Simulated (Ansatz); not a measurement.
# CO on Re(0001): change of the work function, part 3 of 3

Wanted: Δφ(θ) for CO/Re(0001), starting from the hcp site.

Ansatz 0.2.0; plane-wave DFT, PBE, Ansatz PAW (the session's first sound run).

So far, work function, upper face (eV): step 2 (the clean slab, PBE) 4.98; step 5 (adsorbate added, k-mesh 6×6×1, coverage 0.5 ML, PBE) 6.47; step 6 (adsorbate added, k-mesh 12×12×1, coverage 1 ML, PBE) 7.32; step 8 (the 0.25 ML cell at another level of theory, functional revpbe) 5.82; step 9 (the 0.25 ML cell at another level of theory, functional LDA) 6.26.

### 10. The 0.25 ML cell at another level of theory, functional RPBE

This step: plane-wave DFT, RPBE, Ansatz PAW (Ansatz 0.2.0).

The geometry is kept and the functional is RPBE.

input.yaml reads:

```yaml
crystal:
  lattice:
    - [5.5199999999, 0.0, 0.0]
    - [2.76, 4.7804602288, 0.0]
    - [0.0, 0.0, 27.4437457879]
  atoms:
    - { symbol: Re, position: [0.3333333333, 0.3333333333, 0.3279435712] }
    - { symbol: Re, position: [0.0, 0.0, 0.4091533309] }
    - { symbol: Re, position: [0.3333333333, 0.3333333333, 0.495095779] }
    - { symbol: Re, position: [0.0, 0.0, 0.5693330418] }
    - { symbol: Re, position: [0.3333333333, 0.8333333333, 0.3279435712] }
    - { symbol: Re, position: [0.0, 0.5, 0.4091533309] }
    - { symbol: Re, position: [0.3322630833, 0.8338684584, 0.493065417] }
    - { symbol: Re, position: [-0.0080016644, 0.5040008322, 0.5720129237] }
    - { symbol: Re, position: [0.8333333333, 0.3333333333, 0.3279435712] }
    - { symbol: Re, position: [0.5, 0.0, 0.4091533309] }
    - { symbol: Re, position: [0.8338684584, 0.3322630833, 0.493065417] }
    - { symbol: Re, position: [0.5040008322, -0.0080016644, 0.5720129237] }
    - { symbol: Re, position: [0.8333333333, 0.8333333333, 0.3279435712] }
    - { symbol: Re, position: [0.5, 0.5, 0.4091533309] }
    - { symbol: Re, position: [0.8338684584, 0.8338684584, 0.493065417] }
    - { symbol: Re, position: [0.5040008322, 0.5040008322, 0.5720129237] }
    - { symbol: C, position: [0.3333333333, 0.3333333333, 0.6243398638] }
    - { symbol: O, position: [0.3333333333, 0.3333333333, 0.6680915768] }
kpoints:
  mp_grid: { grid: [6, 6, 1] }
hamiltonian:
  xc: rpbe
scf:
  occupations: { method: fermi_dirac, width: 0.1 }
  convergence: { dr2_threshold: 1.0e-08 }
efield:
  axis: 3
  dipole_correction: true
  ramp_position: 0.97
  ramp_width: 0.06
output:
  write_potential: true
  write_density: true
  volumetric_format: npy
```

Launch:

```bash
$ ansatz run input.yaml --threads 4 --pin off --max-ram 12288MiB --backend cpu --events-out ev --progress --plain --runs-dir out
```

Run time: 35 s. Hardware: 4 threads of Arm Neoverse V1, shared host; peak memory 2.5 GiB.

The work function comes to 5.81 eV, -0.13 eV from the first level.

### 11. Side by side

Times are for 4 threads of Arm Neoverse V1, shared host. Results by setting:

```
no.  functional  work function, upper face (eV)  dipole along the normal (e·Å)  time  memory (GiB)
  1      revpbe                           5.820                        -0.1225  35 s           2.5
  2         lda                           6.262                        -0.1254  33 s           2.4
  3        rpbe                           5.815                        -0.1243  35 s           2.5
```

### 12. A changed input

This step: plane-wave DFT, PBE, Ansatz PAW, but for the change named below (Ansatz 0.2.0).

System of this step: CO/Re(0001). The cell holds 6 atoms: 4 Re, 1 C and 1 O. Its edges and angles: a = 2.760 Å, b = 2.760 Å, c = 27.444 Å, α = 90.0°, β = 90.0°, γ = 60.0°. Vacuum lies along c.

An input spoilt on purpose, to show how the run answers: it repeats the earlier run at 1 ML with hamiltonian.xc from pbe to gga, and scf.max_iter set to 50.

input.yaml reads:

```yaml
crystal:
  lattice:
    - [2.76, 0.0, 0.0]
    - [1.38, 2.3902301144, 0.0]
    - [0.0, 0.0, 27.4437457879]
  atoms:
    - { symbol: Re, position: [0.6666666667, 0.6666666667, 0.3279435712] }
    - { symbol: Re, position: [0.0, 0.0, 0.4091533309] }
    - { symbol: Re, position: [0.6666666667, 0.6666666667, 0.4938417142] }
    - { symbol: Re, position: [0.0, 0.0, 0.5708787624] }
    - { symbol: C, position: [0.6666666667, 0.6666666667, 0.6297881463] }
    - { symbol: O, position: [0.6666666667, 0.6666666667, 0.6720564288] }
kpoints:
  mp_grid: { grid: [12, 12, 1] }
hamiltonian:
  xc: gga
scf:
  occupations: { method: fermi_dirac, width: 0.1 }
  convergence: { dr2_threshold: 1.0e-08 }
  max_iter: 50
efield:
  axis: 3
  dipole_correction: true
  ramp_position: 0.97
  ramp_width: 0.06
relax:
  f_tol: 0.02
  max_steps: 60
  constraints: [{ sites: [0, 1] }]
output:
  bader: true
  write_potential: true
  write_density: true
  volumetric_format: npy
```

Wall time 0.02 s (4 threads); peak memory 0.021 GiB.

The input was rejected at the start.

The program's message: “Error: YAML parse error: error: line 16 column 7: hamiltonian.xc: unknown variant `gga`, expected one of `lda`, `lda-pw`, `pw92`, `pbe`, `pbesol`, `rpbe`, `revpbe`, `blyp`, `pbe0`, `revpbe0`, `b3lyp`, …”

The fault put into the input: an unknown functional.

### 13. The same run with other settings

This step: plane-wave DFT, PBE, Ansatz PAW (Ansatz 0.2.0).

System of this step: Re(0001). The cell holds 4 atoms: 4 Re. Its edges and angles: a = 2.760 Å, b = 2.760 Å, c = 24.686 Å, α = 90.0°, β = 90.0°, γ = 60.0°. Vacuum lies along c.

An input spoilt on purpose, to show how the run answers: it repeats the earlier run at 0 ML with efield.ramp_position from 0.97 to 0.475, and scf.max_iter set to 50.

input.yaml, the sections that differ from step 12:

```yaml
crystal:
  lattice:
    - [2.76, 0.0, 0.0]
    - [1.38, 2.3902301144, 0.0]
    - [0.0, 0.0, 24.6861]
  atoms:
    - { symbol: Re, position: [0.6666666667, 0.6666666667, 0.3645776368] }
    - { symbol: Re, position: [0.0, 0.0, 0.4548592123] }
    - { symbol: Re, position: [0.6666666667, 0.6666666667, 0.5451407877] }
    - { symbol: Re, position: [0.0, 0.0, 0.6354223632] }
hamiltonian:
  xc: pbe
efield:
  axis: 3
  dipole_correction: true
  ramp_position: 0.475
  ramp_width: 0.06
output:
  write_potential: true
  write_density: true
  volumetric_format: npy
# kpoints, scf, relax: as in step 12
```

Wall time 0.17 s (4 threads); peak memory 0.26 GiB.

The program refused the input before any cycle.

The program's message: “Error: efield: ion 2 (Re) at fractional coordinate 0.5451 along the field axis lies inside the sawtooth ramp with 2 of the planes that the density is read on at each end, [0.4639, 0.5461] — the ramp m …”

The fault put into the input: the ramp among the atoms.

### 14. Outcome

* work function of the clean face: 4.98 eV
* work function at 0.11 ML: 5.44 eV
* work function at 0.25 ML: 5.94 eV
* work function at 0.5 ML: 6.47 eV
* work function at 1 ML: 7.32 eV
* dipole per adsorbate at 0.11 ML, positive end outwards: -0.75 D

CO raises the work function of Re(0001) at the lowest coverage, by 0.47 eV: the adsorbate layer has its negative end outwards. The dipole per adsorbate falls from 0.75 to 0.43 D as the layer fills. Neighbouring dipoles depolarise each other, and heights and bonding change with coverage too. The slab has 4 layers, at the tabulated experimental lattice constant, one starting site was run, and quantum-size effects of a slab this thin can reach one or two tenths of an eV.

[Logs are printed without paths, hosts, clocks, repeated set-up lines and the standing remarks that a program may print on its own settings, such as how far it seeks lower states.]

[Hosts, paths, dates, database ids (printed as entryN), source tags and the programs' standing remarks are cut or masked in the printed files.]

[Maps of the electrostatic potential energy from Ansatz leave out the sawtooth potential of an applied field or a dipole correction, so their vacuum need not be flat; planar profiles and work functions include it.]
